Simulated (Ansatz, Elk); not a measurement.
# TaZnNi6: X-ray structure factors from the self-consistent density

The structure of TaZnNi6 used here is made up (a known structure type with other elements) and was relaxed beforehand with PBEsol. The aim is the Fourier transform of its all-electron density, F(hkl), set beside the sum over free spherical atoms that refinements use.

Main program and level: Elk 11.2.3 (patched build); DFT, PBE, all-electron APW+lo, Dirac cores, scalar-relativistic bands, static density, no spin.

The structure was built from a prototype and need not be the compound's stable phase.

## (1) The structure

The structure is tetragonal, space group P4/mmm (No. 123). Conventional cell: a = 3.598 Å, b = 3.598 Å, c = 7.029 Å, α = 90.00°, β = 90.00°, γ = 90.00°. Nearest to Ta lie 12 Ni at 2.54 Å. Nearest to Zn lie 12 Ni at 2.49 to 2.54 Å. Nearest to Ni lie 8 Ni at 2.49 to 2.54 Å and 2 Zn at 2.49 Å and 2 Ta at 2.54 Å. Ni has 8 Ni at 2.54 Å and 4 Ta at 2.54 Å nearest. Nearest to Ni lie 8 Ni at 2.49 Å and 4 Zn at 2.54 Å. Farther neighbours are not listed.

Coordinates:

```cif
data_structure
_symmetry_space_group_name_H-M 'P 1'
_symmetry_Int_Tables_number 1
_cell_length_a 3.5977
_cell_length_b 3.5977
_cell_length_c 7.0291
_cell_angle_alpha 90.000
_cell_angle_beta 90.000
_cell_angle_gamma 90.000
_cell_volume 90.98
loop_
_atom_site_label
_atom_site_type_symbol
_atom_site_fract_x
_atom_site_fract_y
_atom_site_fract_z
_atom_site_occupancy
Ta1 Ta 0.00000 0.00000 0.50000 1
Zn2 Zn 0.00000 0.00000 0.00000 1
Ni3 Ni 0.00000 0.50000 0.75445 1
Ni4 Ni 0.00000 0.50000 0.24555 1
Ni5 Ni 0.50000 0.00000 0.75445 1
Ni6 Ni 0.50000 0.00000 0.24555 1
Ni7 Ni 0.50000 0.50000 0.50000 1
Ni8 Ni 0.50000 0.50000 0.00000 1
```

## (2) Ground state and structure factors

An all-electron density is needed, since X-rays see the cores too. Task 0 finds the density and task 195 Fourier-transforms it; tshift is off so that phases refer to the origin typed.

elk.in reads:

```
tasks
  0
  195

xctype
  20

spinpol
  .false.

rgkmax
  7.0

gmaxvr
  14.0

lmaxo
  7

lmaxapw
  8

swidth
  0.002

tshift
  .false.

ramdisk
  .false.

hmaxvr
  5.5

maxscl
  120

epspot
  1e-06

sppath
  './'

avec
  6.79867861706 -0.00000000000 0.00000000000
  -0.00000000000 6.79867861706 0.00000000000
  0.00000000000 0.00000000000 13.28312228228

atoms
  3
  'Ta.in'
  1
  -0.0000000000 0.0000000000 0.5000000000   0.000000 0.000000 0.000000
  'Zn.in'
  1
  0.0000000000 -0.0000000000 0.0000000000   0.000000 0.000000 0.000000
  'Ni.in'
  6
  0.0000000000 0.5000000000 0.7544476098   0.000000 0.000000 0.000000
  0.0000000000 0.5000000000 0.2455523902   0.000000 0.000000 0.000000
  0.5000000000 -0.0000000000 0.7544476098   0.000000 0.000000 0.000000
  0.5000000000 0.0000000000 0.2455523902   0.000000 0.000000 0.000000
  0.5000000000 0.5000000000 0.5000000000   0.000000 0.000000 0.000000
  0.5000000000 0.5000000000 0.0000000000   0.000000 0.000000 0.000000

ngridk
  6 6 3
```

On the command line:

```sh
$ OMP_NUM_THREADS=4 elk
```

Numbers of over 12 decimals in the logs are rounded to 6 here.

The log of the run:

```text
┌─────────────────────────┐
│ Elk code version 11.2.3 │
└─────────────────────────┘

All units are atomic (Hartree, Bohr, etc.)

┌─────────────────────────────────────────────────┐
│ Ground-state run starting from atomic densities │
└─────────────────────────────────────────────────┘

Lattice vectors :
   6.798678617      -0.000000000       0.000000000
  -0.000000000       6.798678617       0.000000000
   0.000000000       0.000000000       13.28312228

Reciprocal lattice vectors :
  0.9241774264       0.000000000      -0.000000000
   0.000000000      0.9241774264      -0.000000000
  -0.000000000      -0.000000000      0.4730202112

Unit cell volume      :    613.9728891
Brillouin zone volume :   0.4040084145

Muffin-tin inner radius fraction :   0.1000000000E-01

Nuclei treated as point charges

Species : 1 (Ta)
 parameters loaded from : Ta.in
 name : tantalum
 nuclear charge    :   -73.00000000
 electronic charge :    73.00000000
 atomic mass :    329847.8435
 muffin-tin radius :    2.554265907
 number of radial points in muffin-tin :   1393
 inner part over the whole radius :   0.9950372455E-02
 number on inner part of muffin-tin    :    997
 approximate nuclear radius :   0.1005189763E-03
 number of mesh points to nuclear radius :    522
 atomic positions (lattice), magnetic fields (Cartesian) :
  1 :   0.00000000  0.00000000  0.50000000    0.00000000  0.00000000  0.00000000

Species : 2 (Zn)
 parameters loaded from : Zn.in
 name : zinc
 nuclear charge    :   -30.00000000
 electronic charge :    30.00000000
 atomic mass :    119233.3130
 muffin-tin radius :    2.400000000
 number of radial points in muffin-tin :    993
 inner part over the whole radius :   0.9843840322E-02
 number on inner part of muffin-tin    :    701
 approximate nuclear radius :   0.7484757725E-04
 number of mesh points to nuclear radius :    337
 atomic positions (lattice), magnetic fields (Cartesian) :
  1 :   0.00000000  0.00000000  0.00000000    0.00000000  0.00000000  0.00000000

Species : 3 (Ni)
 parameters loaded from : Ni.in
 name : nickel
 nuclear charge    :   -28.00000000
 electronic charge :    28.00000000
 atomic mass :    106991.5231
 muffin-tin radius :    2.189370778
 number of radial points in muffin-tin :    993
 inner part over the whole radius :   0.9901067131E-02
 number on inner part of muffin-tin    :    699
 approximate nuclear radius :   0.7325707712E-04
 number of mesh points to nuclear radius :    337
 atomic positions (lattice), magnetic fields (Cartesian) :
  1 :   0.00000000  0.50000000 -0.24555239    0.00000000  0.00000000  0.00000000
  2 :   0.00000000  0.50000000  0.24555239    0.00000000  0.00000000  0.00000000
  3 :   0.50000000  0.00000000 -0.24555239    0.00000000  0.00000000  0.00000000
  4 :   0.50000000  0.00000000  0.24555239    0.00000000  0.00000000  0.00000000
  5 :   0.50000000  0.50000000  0.50000000    0.00000000  0.00000000  0.00000000
  6 :   0.50000000  0.50000000  0.00000000    0.00000000  0.00000000  0.00000000

Total number of atoms per unit cell :    8
Total muffin-tin volume :    391.4641445
 ratio of muffin-tin to unit cell volume :   0.6375919059

Spin treatment :
 spin-unpolarised

Number of Bravais lattice symmetries :   16
Number of crystal symmetries         :   16
Crystal has inversion symmetry
Real symmetric eigensolver will be used

k-point grid :      6     6     3
k-point offset :    0.000000000       0.000000000       0.000000000
k-point set is reduced with full crystal symmetry group
Total number of k-points :       20

Muffin-tin radius times maximum |G+k| :    7.000000000
 using average radius
Maximum |G+k| for APW functions       :    3.095549000
Maximum (1/2)|G+k|²                   :    4.791211804
Maximum |G| for potential and density :    14.00000000
Constant for pseudocharge density :    9
 order of it for each species :   16  16  16
 order of it for pair densities of each species (exact exchange by exxq0 0: 17) :   13  11   9
Radial integration step length :    1

[...]
correlation                 :     -13.961253513124
 electron entropic           :    -0.11597980983492E-02
 total energy                :     -26548.842458207

Density of states at Fermi energy :    90.30482017
 (states/Hartree/unit cell)

Estimated indirect band gap :   0.1015611274E-02
 from k-point 16 to k-point 10
Estimated direct band gap   :   0.1263090032E-01
 at k-point 10

Charges :
 core                        :    130.0000000
 valence                     :    141.0000000
 interstitial                :    8.752171905
 muffin-tins (core leakage)
  species : 1 (Ta)
[...]
species : 2 (Zn)
[...]
species : 3 (Ni)
[...]
total in muffin-tins        :    262.2478281
 total calculated charge     :    270.9931511
 total charge                :    271.0000000
 error                       :   0.6848924802E-02

RMS change in Kohn-Sham potential (target) :   0.3484911751     (  0.1000000000E-05)
Absolute change in total energy (target)   :   0.6716234153     (  0.1000000000E-03)

[... loops 3 to 22 left out ...]

┌──────────────────┐
│ Loop number : 23 │
└──────────────────┘

Energies :
 Fermi                       :     0.348771
 sum of occupied eigenvalues :     -15816.108449754
 electron kinetic            :      28642.322714254
 core electron kinetic       :      26888.352127349
 Coulomb                     :     -54418.445550547
 Coulomb potential           :     -43453.651344756
 nuclear-nuclear             :     -3332.5700387465
 electron-nuclear            :     -58827.925522729
 Hartree                     :      7742.0500109293
 Madelung                    :     -32691.619878168
 xc potential                :     -1004.7798192517
 exchange                    :     -757.16110495983
 correlation                 :     -13.965203480516
 electron entropic           :    -0.19086134844257E-02
 total energy                :     -26547.251053346

Density of states at Fermi energy :    137.7846149
 (states/Hartree/unit cell)

Estimated indirect band gap :   0.2958728213E-02
 from k-point 1 to k-point 1
Estimated direct band gap   :   0.2958728213E-02
 at k-point 1

Charges :
 core                        :    130.0000000
 valence                     :    141.0000000
 interstitial                :    9.023324174
 muffin-tins (core leakage)
  species : 1 (Ta)
[...]
species : 2 (Zn)
[...]
species : 3 (Ni)
[...]
total in muffin-tins        :    261.9766758
 total calculated charge     :    270.9930713
 total charge                :    271.0000000
 error                       :   0.6928677581E-02

RMS change in Kohn-Sham potential (target) :   0.5490728323E-06 (  0.1000000000E-05)
Absolute change in total energy (target)   :   0.2968437911E-05 (  0.1000000000E-03)

Convergence targets achieved

┌──────────────────┐
│ Loop number : 24 │
└──────────────────┘

Energies :
 Fermi                       :     0.348771
 sum of occupied eigenvalues :     -15816.108451531
 electron kinetic            :      28642.322702062
 core electron kinetic       :      26888.352128557
 Coulomb                     :     -54418.445536025
 Coulomb potential           :     -43453.651333053
 nuclear-nuclear             :     -3332.5700387465
 electron-nuclear            :     -58827.925506461
 Hartree                     :      7742.0500091823
 Madelung                    :     -32691.619869498
 xc potential                :     -1004.7798205405
 exchange                    :     -757.16110286289
 correlation                 :     -13.965203470507
 electron entropic           :    -0.19086135720538E-02
 total energy                :     -26547.251048910

Density of states at Fermi energy :    137.7846311
 (states/Hartree/unit cell)

Estimated indirect band gap :   0.2958712137E-02
 from k-point 1 to k-point 1
Estimated direct band gap   :   0.2958712137E-02
 at k-point 1

Charges :
 core                        :    130.0000000
 valence                     :    141.0000000
 interstitial                :    9.023324628
 muffin-tins (core leakage)
  species : 1 (Ta)
[...]
species : 2 (Zn)
[...]
species : 3 (Ni)
[...]
atom 4                    :    26.92613420     (  0.8541796023E-03)
   atom 5                    :    26.98628861     (  0.8570950872E-03)
   atom 6                    :    26.85936329     (  0.8511781487E-03)
 total in muffin-tins        :    261.9766754
 total calculated charge     :    270.9930713
 total charge                :    271.0000000
 error                       :   0.6928678000E-02

┌──────────────────────────────┐
│ Self-consistent loop stopped │
└──────────────────────────────┘

Warning : core states of species 3 leak from the muffin-tin :   0.8570950872E-03

Wrote STATE.OUT
```

It took 61 s on 4 threads of AMD EPYC 9B14 (Zen 4), shared host; peak memory 0.33 GiB.

SFACRHO.OUT:

```text

h k l indices transformed by vhmat matrix:
   1.000000000       0.000000000       0.000000000    
   0.000000000       1.000000000       0.000000000    
   0.000000000       0.000000000       1.000000000    

      h      k      l  multipl.   |H|            Re(F)            Im(F)           |F|

      0      0      0      1   0.0000000       271.00000      0.18512901E-17   271.00000    
      0      0      1      2  0.47302021      -38.871323     -0.29179083E-13   38.871323    
     -1      0      0      4  0.92417743       43.245616      0.29821296E-13   43.245616    
      0      0      2      2  0.94604042       43.286292      0.11741909E-12   43.286292    
     -1      0     -1      8   1.0381965      -38.909046      0.13979480E-13   38.909046    
      1      1      0      4   1.3069843       41.287198      0.56411708E-17   41.287198    
      0     -1     -2      8   1.3225341       41.229217     -0.84464914E-14   41.229217    
      1      1      1      8   1.3899482      -39.423981     -0.37689153E-13   39.423981    
      0      0      3      2   1.4190606      -43.977350     -0.10676253E-12   43.977350    
      1     -1     -2      8   1.6134436       204.26145      0.99081458E-14   204.26145    
      0      1     -3      8   1.6934689      -35.563285      0.61481527E-13   35.563285    
      2      0      0      4   1.8483549       193.27444      0.49607632E-13   193.27444    
      0      0     -4      2   1.8920808       190.78610      0.53141040E-14   190.78610    
     -2      0     -1      8   1.9079213      -32.415619      0.31623515E-13   32.415619    
     -1     -1      3      8   1.9292332      -28.175866     -0.10148670E-12   28.175866    
     -2      1      0      8   2.0665235       37.697631     -0.23547630E-13   37.697631    
      0      2     -2      8   2.0763931       37.794393     -0.96755980E-13   37.794393    
     -1      0      4      8   2.1057241       37.518734      0.10127055E-12   37.518734
```

Elk indexes on the primitive cell of elk.in and gives |H| = 4π sin θ/λ in inverse bohr. Below, one row stands for each form hkl of the conventional cell (m members, Friedel mates merged), F is for one primitive cell and the density is static (no thermal factor). Free-atom factors are Waasmaier and Kirfel's, and R is Σm||F|−|F'||/Σm|F|.

```tsv
hkl	m	sin θ/λ (Å⁻¹)	abs F, DFT	neutral atoms	diff.
001	2	0.071	38.871	38.804	+0.067
100	4	0.139	43.246	43.776	-0.530
002	2	0.142	43.286	43.812	-0.525
101	8	0.156	38.909	38.872	+0.037
110	4	0.197	41.287	41.750	-0.463
102	8	0.199	41.229	41.669	-0.439
111	8	0.209	39.424	39.512	-0.088
003	2	0.213	43.977	44.187	-0.210
112	8	0.243	204.261	205.257	-0.996
103	8	0.255	35.563	35.573	-0.010
200	4	0.278	193.274	194.462	-1.188
004	2	0.284	190.786	191.973	-1.187
201	8	0.287	32.416	32.389	+0.027
113	8	0.290	28.176	28.051	+0.125
210	8	0.311	37.698	37.793	-0.096
202	8	0.312	37.794	37.856	-0.061
104	8	0.317	37.519	37.588	-0.069
211	16	0.319	33.572	33.510	+0.062
212	16	0.342	36.767	36.717	+0.050
114	8	0.346	37.053	37.007	+0.047
203	8	0.350	38.315	38.240	+0.075
005	2	0.356	22.929	22.949	-0.020
```

## (3) The highest occupied states alone

An energy window below the Fermi level keeps the highest occupied states, to see at which angles they scatter; shallow core shells can lie inside it and anion s states outside. No new self-consistency is needed.

elk.in: that of step 2 with these lines changed.

```diff
@@ -1,3 +1,2 @@
 tasks
-  0
   195
@@ -40,2 +39,5 @@
 
+wsfac
+  -0.202470 0.648770
+
 sppath
```

On the command line:

```sh
$ OMP_NUM_THREADS=4 elk
```

The log of the run:

```text
┌─────────────────────────────────┐
│ Elk code version 11.2.3 started │
└─────────────────────────────────┘

Info(readinput): the functional depends on the density's gradient
 muffin-tin radial points multiplied by    2.00000
 (not where nrmtscf is given)

┌────────────────────┐
│ Current task : 195 │
└────────────────────┘
Info(checkmt): changed muffin-tin radius of species 1 (Ta) from   2.8000 to   2.5543
Info(checkmt): changed muffin-tin radius of species 3 (Ni) from   2.4000 to   2.1894

Info(sfacrho): density structure factors written to SFACRHO.OUT

 Energy window :  -0.2024700000      0.6487700000

┌──────────────────┐
│ Elk code stopped │
└──────────────────┘
```

Wall time 10 s (4 threads); peak memory 0.26 GiB.

States within 15 eV below the Fermi level hold 77.00 electrons; any levels below the window count with the cores. Their amplitudes can exceed the total, where window and core parts have opposite phase:

```tsv
hkl	sin θ/λ (Å⁻¹)	abs F, window	abs F, all
001	0.071	8.314	38.871
100	0.139	4.045	43.246
002	0.142	3.994	43.286
101	0.156	7.422	38.909
110	0.197	3.721	41.287
102	0.199	3.679	41.229
111	0.209	6.328	39.424
003	0.213	5.158	43.977
112	0.243	35.758	204.261
103	0.255	6.147	35.563
```

## (4) Another functional

The difference from free atoms is small, so it is set against the change that PBEsol makes.

elk.in: that of step 3 with these lines changed.

```diff
@@ -1,2 +1,3 @@
 tasks
+  0
   195
@@ -4,3 +5,3 @@
 xctype
-  20
+  22
 
@@ -39,5 +40,2 @@
 
-wsfac
-  -0.202470 0.648770
-
 sppath
```

On the command line:

```sh
$ OMP_NUM_THREADS=4 elk
```

The log of the run:

```text
┌─────────────────────────┐
│ Elk code version 11.2.3 │
└─────────────────────────┘

All units are atomic (Hartree, Bohr, etc.)

┌─────────────────────────────────────────────────┐
│ Ground-state run starting from atomic densities │
└─────────────────────────────────────────────────┘

Lattice vectors :
   6.798678617      -0.000000000       0.000000000
  -0.000000000       6.798678617       0.000000000
   0.000000000       0.000000000       13.28312228

Reciprocal lattice vectors :
  0.9241774264       0.000000000      -0.000000000
[...]
species : 1 (Ta)
[...]
species : 2 (Zn)
[...]
species : 3 (Ni)
[...]
atom 5                    :    26.98398056     (  0.8736099999E-03)
   atom 6                    :    26.85662489     (  0.8678856837E-03)
 total in muffin-tins        :    261.9725399
 total calculated charge     :    270.9929318
 total charge                :    271.0000000
 error                       :   0.7068204790E-02

┌──────────────────────────────┐
│ Self-consistent loop stopped │
└──────────────────────────────┘

Warning : core states of species 3 leak from the muffin-tin :   0.8736099999E-03

Wrote STATE.OUT
[key lines of the parts left out:]
total energy                :     -26533.559860192
```

Wall time 62 s (4 threads); peak memory 0.33 GiB; 3.3 min of CPU time.

Against the first run R = 0.01 %; the largest change is -0.070 at 004.

## (5) Basis size

A smaller basis shows how fast F responds to it; the change is likely larger than the basis error of the first run, but doesn't show convergence.

elk.in: that of step 4 with these lines changed.

```diff
@@ -5,3 +5,3 @@
 xctype
-  22
+  20
 
@@ -11,3 +11,3 @@
 rgkmax
-  7.0
+  5.5
```

On the command line:

```sh
$ OMP_NUM_THREADS=4 elk
```

The log of the run:

```text
┌─────────────────────────┐
│ Elk code version 11.2.3 │
└─────────────────────────┘

All units are atomic (Hartree, Bohr, etc.)

┌─────────────────────────────────────────────────┐
│ Ground-state run starting from atomic densities │
└─────────────────────────────────────────────────┘

Lattice vectors :
   6.798678617      -0.000000000       0.000000000
  -0.000000000       6.798678617       0.000000000
   0.000000000       0.000000000       13.28312228

Reciprocal lattice vectors :
  0.9241774264       0.000000000      -0.000000000
[...]
species : 1 (Ta)
[...]
species : 2 (Zn)
[...]
species : 3 (Ni)
[...]
atom 5                    :    26.91991041     (  0.8555149659E-03)
   atom 6                    :    26.79385947     (  0.8492728335E-03)
 total in muffin-tins        :    261.5606865
 total calculated charge     :    270.9963493
 total charge                :    271.0000000
 error                       :   0.3650749360E-02

┌──────────────────────────────┐
│ Self-consistent loop stopped │
└──────────────────────────────┘

Warning : core states of species 3 leak from the muffin-tin :   0.8555149659E-03

Wrote STATE.OUT
[key lines of the parts left out:]
total energy                :     -26546.808168895
```

It took 58 s on 4 threads; peak memory 0.33 GiB.

Against the first run R = 0.04 %; the largest change is +0.288 at 220.

## (6) Settings against the effect

```tsv
run	R against the first run (%)	R against neutral atoms, low angle (%)	wall time
PBE, rgkmax 7	0.00	0.52	61 s
PBEsol	0.01	0.53	62 s
rgkmax 5.5	0.04	0.53	58 s
```

## (7) What came out

```json
{
  "R against neutral atoms, sin θ/λ < 0.3 Å⁻¹": "0.52 %",
  "R against neutral atoms, 0.3 to 0.79 Å⁻¹": "0.27 %"
}
```

In words: Independent neutral atoms miss the calculated amplitudes by R = 0.52 % below 0.3 Å⁻¹ and 0.27 % from there to 0.79 Å⁻¹; by shells, 0.98 % below 0.15 Å⁻¹ (3 forms), 0.49 % 0.15 to 0.3 (11 forms), 0.18 % 0.3 to 0.45 (24 forms), 0.28 % above 0.45 (111 forms). Bonding, aspherical density and the tables' own atoms all enter these figures, and the runs don't part them. The largest change of an amplitude is -1.19 electrons, at 200. The window's part falls from 77.0 electrons at the origin to at most 14.62 between 0.45 and 0.79 Å⁻¹, where compact states inside the window still scatter. Below 0.3 Å⁻¹ the changes that finished (PBEsol and rgkmax 5.5) move F by R = 0.04 % at most, against the 0.52 % that separates it from free atoms. The k-mesh has no finished test. These runs have no spin, though d or f shells may be open. Spin-orbit coupling is left out, which can matter for elements this heavy. Part of the difference isn't bonding: the tables are fits to free atoms and ions calculated by other methods than this functional. Thermal motion, anomalous dispersion and extinction are left out.

[Logs are printed without paths, hosts, clocks, repeated set-up lines and the standing remarks that a program may print on its own settings, such as how far it seeks lower states.]

[Hosts, paths, dates, database ids (printed as entryN), source tags and the programs' standing remarks are cut or masked in the printed files.]
